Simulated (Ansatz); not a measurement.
# Work function of Rh(111): what the settings cost and change, part 2 of 2

Aim: the work function of Rh(111) across levels of theory at one geometry.

Ansatz 0.2.0; plane-wave DFT, PBE, Ansatz PAW (the session's first sound run).

So far, work function, upper face (eV): step 2 (run, setting PBE, Ansatz PAW (420 eV)) 5.17; step 4 (PBEsol) 5.30; step 5 (RPBE) 4.99; step 6 (r2SCAN) 5.16; step 7 (PBE JTH) 5.17.

### Step 8. Slab

This step: plane-wave DFT, PBE, norm-conserving (Ansatz 0.2.0).

File input.yaml:

```yaml
crystal:
  lattice:
    - [2.6870057685, 0.0, 0.0]
    - [1.3435028843, 2.3270152556, 0.0]
    - [0.0, 0.0, 31.1635861375]
  atoms:
    - { symbol: Rh, position: [0.0, 0.0, 0.2887985985] }
    - { symbol: Rh, position: [0.3333333333, 0.3333333333, 0.3591990657] }
    - { symbol: Rh, position: [0.6666666667, 0.6666666667, 0.4295995328] }
    - { symbol: Rh, position: [0.0, 0.0, 0.5] }
    - { symbol: Rh, position: [0.3333333333, 0.3333333333, 0.5704004672] }
    - { symbol: Rh, position: [0.6666666667, 0.6666666667, 0.6408009343] }
    - { symbol: Rh, position: [0.0, 0.0, 0.7112014015] }
kpoints:
  mp_grid: { grid: [17, 17, 1] }
hamiltonian:
  xc: pbe
  pseudopotentials: { kind: nc }
scf:
  occupations: { method: fermi_dirac, width: 0.1 }
  convergence: { dr2_threshold: 1.0e-09 }
efield:
  axis: 3
  dipole_correction: true
  ramp_position: 0.97
  ramp_width: 0.06
output:
  write_potential: true
  write_density: true
  volumetric_format: npy
```

Launch:

```bash
> ansatz run input.yaml --threads 4 --pin off --max-ram 6144MiB --backend cpu --events-out ev --progress --plain --runs-dir out
```

Numbers of over 12 decimals in the logs are rounded to 6 here.

Output:

```text
[...]
Crystal: 7 atoms, lattice volume = 194.857 Å³
Basis set: ecut = 1197.300995 eV, 18361 PW (Γ)
Bands: 72, of which v1, the nominal top of the filled ones, is band 60 counted from 1 (59 counted from 0)
Symmetry: 6 space group operations
k-points: 33 of 289 (time reversal used)
[...]
k-point 0: bands = [... 56 lower, 7.5622, 7.5622, 7.7175, 7.7175, 7.8961, 8.0523, 8.0523, 8.5212, ... 8 higher]
  k-point 1: bands = [... 56 lower, 7.4290, 7.5874, 7.6024, 7.7560, 7.7998, 8.0631, 8.1545, 8.3292, ... 8 higher]
  k-point 2: bands = [... 56 lower, 7.1802, 7.4400, 7.5244, 7.5723, 7.7548, 7.8026, 8.0867, 8.1555, ... 8 higher]
  k-point 32: bands = [... 56 lower, 8.4428, 8.5949, 8.6498, 8.8131, 8.8910, 8.9851, 9.0312, 14.8624, ... 8 higher]
[key lines of the parts left out:]
SCF converged after 9 iterations
Free energy (F): -22333.001048 eV
Fermi energy:    8.592443 eV
Dipole field:    D = 0.000001 V/Å  (p = 0.000001 e·Å, saw-weighted, corrected)
Work function:   Φ+ = 5.1671 eV   Φ− = 5.1671 eV
```

It took 2.9 min on 4 threads of Arm Neoverse N1, shared host; peak memory 2.8 GiB.

The work function is 5.167 eV, +0.002 eV from the run “PBE, Ansatz PAW (420 eV)”, at 4.7 times its CPU time.

### Step 9. Run

This step: plane-wave DFT, LDA, norm-conserving (Ansatz 0.2.0).

Edit input.yaml of step 8 so:

```diff
@@ -16,3 +16,3 @@
 hamiltonian:
-  xc: pbe
+  xc: lda
   pseudopotentials: { kind: nc }
```

Output:

```text
[...]
Crystal: 7 atoms, lattice volume = 194.857 Å³
Basis set: ecut = 1197.300995 eV, 18361 PW (Γ)
Bands: 72, of which v1, the nominal top of the filled ones, is band 60 counted from 1 (59 counted from 0)
Symmetry: 6 space group operations
k-points: 33 of 289 (time reversal used)
[...]
k-point 0: bands = [... 56 lower, 7.2047, 7.2047, 7.3576, 7.3576, 7.4836, 7.6946, 7.6946, 8.1669, ... 8 higher]
  k-point 1: bands = [... 56 lower, 7.0489, 7.2273, 7.2435, 7.3977, 7.4385, 7.7060, 7.7909, 7.9568, ... 8 higher]
  k-point 2: bands = [... 56 lower, 6.8167, 7.0733, 7.1634, 7.2054, 7.3863, 7.4452, 7.7310, 7.7835, ... 8 higher]
  k-point 32: bands = [... 56 lower, 8.0754, 8.2293, 8.2845, 8.4487, 8.5297, 8.6211, 8.6689, 14.4544, ... 8 higher]
[key lines of the parts left out:]
SCF converged after 9 iterations
Free energy (F): -22345.510314 eV
Fermi energy:    8.230684 eV
Dipole field:    D = 0.000001 V/Å  (p = 0.000001 e·Å, saw-weighted, corrected)
Work function:   Φ+ = 5.5621 eV   Φ− = 5.5621 eV
```

Run time: 2.7 min. Hardware: 4 threads; peak memory 2.8 GiB.

The work function is 5.562 eV, +0.397 eV from the run “PBE, Ansatz PAW (420 eV)”, at 4.5 times its CPU time.

### Step 10. Slab, setting PBE, all layers relaxed

This step: plane-wave DFT, PBE, Ansatz PAW (Ansatz 0.2.0).

Edit input.yaml of step 9 so:

```diff
@@ -16,4 +16,3 @@
 hamiltonian:
-  xc: lda
-  pseudopotentials: { kind: nc }
+  xc: pbe
 scf:
@@ -26,2 +25,5 @@
   ramp_width: 0.06
+relax:
+  f_tol: 0.01
+  max_steps: 40
 output:
```

Output:

```text
[...]
Crystal: 7 atoms, lattice volume = 194.857 Å³
Basis set: ecut = 420 eV, 3879 PW (Γ), exchange–correlation on 36×36×432 points (8 copies of the dense FFT grid, shifted against one another)
Bands: 72, of which v1, the nominal top of the filled ones, is band 60 counted from 1 (59 counted from 0)
Symmetry: 6 space group operations
[...]
atoms:
    - { symbol: Rh, position: [0, 0, 0.287609] }
    - { symbol: Rh, position: [0.333333, 0.333333, 0.357683] }
    - { symbol: Rh, position: [0.666667, 0.666667, 0.428474] }
    - { symbol: Rh, position: [0, 0, 0.500000] }
    - { symbol: Rh, position: [0.333333, 0.333333, 0.571526] }
    - { symbol: Rh, position: [0.666667, 0.666667, 0.642317] }
    - { symbol: Rh, position: [0, 0, 0.712391] }
[key lines of the parts left out:]
SCF converged after 10 iterations
Free energy (F): -44818.781977 eV
Fermi energy:    8.452942 eV
Dipole field:    D = 0.000001 V/Å  (p = 0.000001 e·Å, saw-weighted, corrected)
Work function:   Φ+ = 5.1611 eV   Φ− = 5.1611 eV
```

Wall time 90 s (4 threads); peak memory 0.73 GiB.

The relaxation took 3 steps and lowered the energy by 0.013 eV; the largest force on the free atoms ends at 0.0072 eV/Å.

The work function is 5.161 eV, -0.004 eV from the run “PBE, Ansatz PAW (420 eV)”, at 2.1 times its CPU time.

### Step 11. Slab

This step: plane-wave DFT, PBE, fully relativistic PAW with spin-orbit coupling (Ansatz 0.2.0).

Edit input.yaml of step 10 so:

```diff
@@ -17,2 +17,3 @@
   xc: pbe
+  pseudopotentials: { kind: paw_fr }
 scf:
@@ -25,5 +26,5 @@
   ramp_width: 0.06
-relax:
-  f_tol: 0.01
-  max_steps: 40
+magnetization:
+  noncollinear: true
+  spin_orbit: true
 output:
```

Output:

```text
[...]
non-collinear run that drives no moment, with spin-orbit: no starting moment large enough to seed its density (crystal.atoms[].spin), no starting occupations that ask for one, no magnetisation constraint and no magnetic field, so the semilocal B_xc is pinned to zero
Crystal: 7 atoms, lattice volume = 194.857 Å³
[...]
k-point 1: bands = [... 115 lower, 7.4641, 7.4821, 7.4821, 7.6320, 7.6320, 7.6784, 7.6784, 7.9337, ... 21 higher]
  k-point 2: bands = [... 115 lower, 7.3067, 7.3970, 7.3970, 7.4458, 7.4458, 7.6276, 7.6276, 7.6836, ... 21 higher]
  k-point 32: bands = [... 115 lower, 8.4668, 8.5241, 8.5241, 8.6867, 8.6867, 8.7623, 8.7623, 8.8557, ... 21 higher]
[key lines of the parts left out:]
SCF converged after 12 iterations
Magnetization: |M| = 0.0000 μB,  M = (+0.0000, +0.0000, +0.0000) μB
Free energy (F): -44831.457767 eV
Fermi energy:    8.460908 eV
Dipole field:    D = -0.000000 V/Å  (p = -0.000000 e·Å, saw-weighted, corrected)
Work function:   Φ+ = 5.1617 eV   Φ− = 5.1617 eV
```

Wall time 5.2 min (4 threads); peak memory 3.1 GiB.

The work function is 5.162 eV, -0.004 eV from the run “PBE, Ansatz PAW (420 eV)”, at 8.7 times its CPU time.

### Step 12. The series together

Times are for 4 threads of Arm Neoverse N1, shared host. The series side by side:

```
no.                                setting  work function, upper face (eV)     time  memory (GiB)
  1               PBE, Ansatz PAW (420 eV)                           5.165     42 s          0.82
  2               LDA, Ansatz PAW (420 eV)                           5.559     44 s          0.82
  3            PBEsol, Ansatz PAW (420 eV)                           5.303     42 s          0.83
  4              RPBE, Ansatz PAW (420 eV)                           4.986     43 s          0.82
  5            r2SCAN, Ansatz PAW (500 eV)                           5.165    2 min           1.2
  6                 PBE, JTH PAW (2100 eV)                           5.167  7.2 min           5.4
  7         PBE, norm-conserving (1197 eV)                           5.167  2.9 min           2.8
  8         LDA, norm-conserving (1197 eV)                           5.562  2.7 min           2.8
  9                PBE, all layers relaxed                           5.161     90 s          0.73
 10  PBE with spin-orbit coupling (420 eV)                           5.162  5.2 min           3.1
```

### Step 13. Varying the input

This step: plane-wave DFT, PBE, Ansatz PAW (Ansatz 0.2.0).

An input spoilt on purpose, to show how the run answers: it repeats the earlier run “PBE, Ansatz PAW (420 eV)” with crystal.atoms[0].spin to 2.0, and scf.max_iter set to 60; its output block differs too.

input.yaml, the sections that differ from step 11:

```yaml
crystal:
  lattice:
    - [2.6870057685, 0.0, 0.0]
    - [1.3435028843, 2.3270152556, 0.0]
    - [0.0, 0.0, 31.1635861375]
  atoms:
    - { symbol: Rh, position: [0.0, 0.0, 0.2887985985], spin: 2.0 }
    - { symbol: Rh, position: [0.3333333333, 0.3333333333, 0.3591990657] }
    - { symbol: Rh, position: [0.6666666667, 0.6666666667, 0.4295995328] }
    - { symbol: Rh, position: [0.0, 0.0, 0.5] }
    - { symbol: Rh, position: [0.3333333333, 0.3333333333, 0.5704004672] }
    - { symbol: Rh, position: [0.6666666667, 0.6666666667, 0.6408009343] }
    - { symbol: Rh, position: [0.0, 0.0, 0.7112014015] }
hamiltonian:
  xc: pbe
scf:
  occupations: { method: fermi_dirac, width: 0.1 }
  convergence: { dr2_threshold: 1.0e-09 }
  max_iter: 60
# kpoints, efield, output: as in step 11
# magnetization: removed
```

Output:

```text
Error: inconsistent input (magnetization.spin_polarized): false but per-atom `spin:`, `per_species`, `initial_magnetization`, `magnetic_field`, or `spin_locking` is set
```

It took 0.02 s on 4 threads; peak memory 0.14 GiB.

The program refused the input before any cycle.

The program's message: “Error: inconsistent input (magnetization.spin_polarized): false but per-atom `spin:`, `per_species`, `initial_magnetization`, `magnetic_field`, or `spin_locking` is set”

The fault put into the input: a moment without spin polarisation.

### Step 14. Outcome

```yaml
work_function_pbe_ansatz_paw_420_ev: 5.165 eV
work_function_lda_ansatz_paw_420_ev: 5.559 eV
work_function_rpbe_ansatz_paw_420_ev: 4.986 eV
work_function_r2scan_ansatz_paw_500_ev: 5.165 eV
work_function_lda_norm_conserving_1197_ev: 5.562 eV
work_function_pbe_all_layers_relaxed: 5.161 eV
work_function_pbe_with_spin_orbit_coupling_420_ev: 5.162 eV
```

What this shows: PBE on the default files gives 5.17 eV, and the settings tried spread the value from 4.99 to 5.56 eV. At one geometry LDA lies 0.39 eV above PBE. The choice of pseudopotentials moves the PBE value by 0.002 eV. Relaxing the layers changes it by -0.004 eV. Spin-orbit coupling, on the fully relativistic files, changes it by -0.00 eV. The ladder's slabs use the tabulated experimental lattice constant (two decimals; a low-temperature value for the alkali metals).

Computed beside measured:

```
                                               quantity  measured  PBE, Ansatz PAW (420 eV)  LDA, Ansatz PAW (420 eV)  RPBE, Ansatz PAW (420 eV)  LDA, norm-conserving (1197 eV)  PBE, all layers relaxed  PBE with spin-orbit coupling (420 eV)
work function (clean (111) face, a compiled value) (eV)      5.46           5.17 (-0.29 eV)           5.56 (+0.10 eV)            4.99 (-0.47 eV)                 5.56 (+0.10 eV)          5.16 (-0.30 eV)                        5.16 (-0.30 eV)
```

Of 8 levels, the nearest, the farthest and some others are shown.

Measured values from arxiv:1902.07811 (2019).

Verdict: For the work function, of the levels listed nearest comes LDA, Ansatz PAW (420 eV) (+0.10 eV, good agreement) and farthest RPBE, Ansatz PAW (420 eV) (-0.47 eV, a clear miss). The grades are ours: good and fair within 3 and 7 % for the work function.

[Logs are printed without paths, hosts, clocks, repeated set-up lines and the standing remarks that a program may print on its own settings, such as how far it seeks lower states.]

[Hosts, paths, dates, database ids (printed as entryN), source tags and the programs' standing remarks are cut or masked in the printed files.]

[Maps of the electrostatic potential energy from Ansatz leave out the sawtooth potential of an applied field or a dipole correction, so their vacuum need not be flat; planar profiles and work functions include it.]
